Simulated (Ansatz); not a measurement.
Entries from a set of simulations; values are calculated unless marked as measured.

```
! title: A low-energy model for Rb2WBr6 (started from the K2PtCl6 type) (Fm-3m): bands, U and J
! method: DFT, LDA, plane waves, PAW (and 1 further level or step)
! program: Ansatz 0.2.0
! settings of one run: cutoff 420 eV, 4×4×4 k-mesh, smearing width 0.08 eV, default PAW, coordination {"W": "octahedral"}, magnetic state non-magnetic by constraint
! cost: 3 runs, 2.3 min in all on 4 threads of Arm Neoverse V2, shared host (the runs of this entry)
! notes: The structure was built from a prototype and need not be the compound’s stable phase. The structure was relaxed with LDA. The structure type comes from a generator and need not be one that this composition takes. Limits: no spin-orbit coupling. The bands cross the Fermi level under this constraint, which need not be the crystal’s state: magnetic order, correlation or a lattice distortion may open a gap. Spin-orbit coupling, which is strong for atoms this heavy, is left out. Coarse meshes can leave U off its limit, most where the target bands are metallic.
! W t2g: U 2.64 eV, U′ 2.11 eV, J 0.23 eV, bare V 9.7 eV
! W t2g + anion p: U 4.12 eV, U′ 3.34 eV, J 0.37 eV, bare V 12.5 eV
! method: constrained RPA on non-magnetic LDA, 2×2×2 mesh, static; search for lower states off
CELL_PARAMETERS angstrom
5.02965 0.00000 5.02965
5.02965 5.02965 0.00000
0.00000 5.02965 5.02965
ATOMIC_POSITIONS crystal
Rb 0.25000 0.25000 0.25000
Rb 0.75000 0.75000 0.75000
W 0.00000 0.00000 0.00000
Br 0.24784 0.24784 0.75216
Br 0.75216 0.75216 0.24784
Br 0.24784 0.75216 0.24784
Br 0.75216 0.24784 0.75216
Br 0.75216 0.24784 0.24784
Br 0.24784 0.75216 0.75216
```

[Paths, hosts, dates, memory and timing lines, banners, echoed tables and standing remarks are left out of the program output.]

[Logs are printed without paths, hosts, clocks, repeated set-up lines and the standing remarks that a program may print on its own settings, such as how far it seeks lower states.]

[Runs of the session that timed out or met a known fault of the program may be left out.]

[Hosts, paths, dates, database ids (printed as entryN), source tags and the programs' standing remarks are cut or masked in the printed files.]
